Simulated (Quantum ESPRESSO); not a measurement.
A computed S K-edge spectrum of one site in a crystal of S and Y, with its zero at a photon energy of about 2458.7 eV (raw 2475.5 eV, less 16.8 eV of added terms; LDA puts this hole about 9 eV below PBE, itself good to a few eV). Method: Quantum ESPRESSO XSpectra, LDA, excited-electron core hole (neutral cell) in a small cell, dipole transitions, broadening that rises with energy.

Energy from the energy zero of the input (xe0, at the border of filled and empty states); intensity scaled to a mean of 1 over the first 20 eV:

```
E (eV)  intensity
  -2.0       0.05
  -1.5       0.06
  -1.0       0.09
  -0.5       0.14
   0.0       0.36
   0.5       0.65
   1.0       0.74
   1.5       1.36
   2.0       1.69
   2.5       1.44
   3.0       1.78
   3.5       1.60
   4.0       0.87
   4.5       1.34
   5.0       1.56
   5.5       1.33
   6.0       1.21
   6.5       1.40
   7.0       1.31
   7.5       1.15
   8.0       1.13
   8.5       1.05
   9.0       0.90
   9.5       0.76
  10.0       0.71
  10.5       0.74
  11.0       0.79
  11.5       0.81
  12.0       0.81
  12.5       0.81
  13.0       0.82
  13.5       0.80
  14.0       0.78
  14.5       0.77
  15.0       0.78
  15.5       0.81
  16.0       0.83
  16.5       0.84
  17.0       0.84
  17.5       0.84
  18.0       0.83
  18.5       0.83
  19.0       0.84
  19.5       0.86
  20.0       0.88
  20.5       0.90
  21.0       0.92
  21.5       0.93
  22.0       0.94
  22.5       0.95
  23.0       0.97
  23.5       0.99
  24.0       1.02
  24.5       1.05
  25.0       1.06
  25.5       1.08
  26.0       1.08
  26.5       1.06
  27.0       1.04
  27.5       1.00
  28.0       0.96
  28.5       0.91
  29.0       0.87
  29.5       0.84
  30.0       0.81
  30.5       0.80
  31.0       0.80
  31.5       0.79
  32.0       0.79
```

**Question.** What surroundings does the absorber have?

A K edge sees empty p states; the first features are S p mixed into the empty d states of the Y neighbours, and the broad ones above probably into the cations' higher empty bands. It is atom 2 of YS (Fm-3m), with 6 Y at 2.74 Å (octahedral, site symmetry m-3m). Its main maxima below 24 eV lie at 2.1 eV (1.71), 3.2 eV (1.92), 4.8 eV (1.64), 6.7 eV (1.41) and 13.0 eV (0.82). A near-edge spectrum doesn't fix the structure by itself; it is matched against candidates. The primitive cell holds an odd number of electrons, so a spin-paired run has to come out metallic; that is right for a metal, but some such compounds are magnetic or distorted insulators. The holes are only 5.5 Å apart, so the shape is probably not converged with cell size; no larger cell was run here. The structure is a published determination, not relaxed.

[Banner, clock and machine lines of the logs are left out without a mark of their own.]

[Logs are printed without paths, hosts, clocks, repeated set-up lines and the standing remarks that a program may print on its own settings, such as how far it seeks lower states.]

[Hosts, paths, dates, database ids (printed as entryN), source tags and the programs' standing remarks are cut or masked in the printed files.]

[Lists of maxima count a maximum above −3 eV only where it reaches 4 % of the highest in the window and stands out from its surroundings by 2 % of it (1.5 % where it reaches 55 %); shoulders and weaker maxima are passed over, and of the rest the first, up to two pre-edge ones and the few strongest are named.]
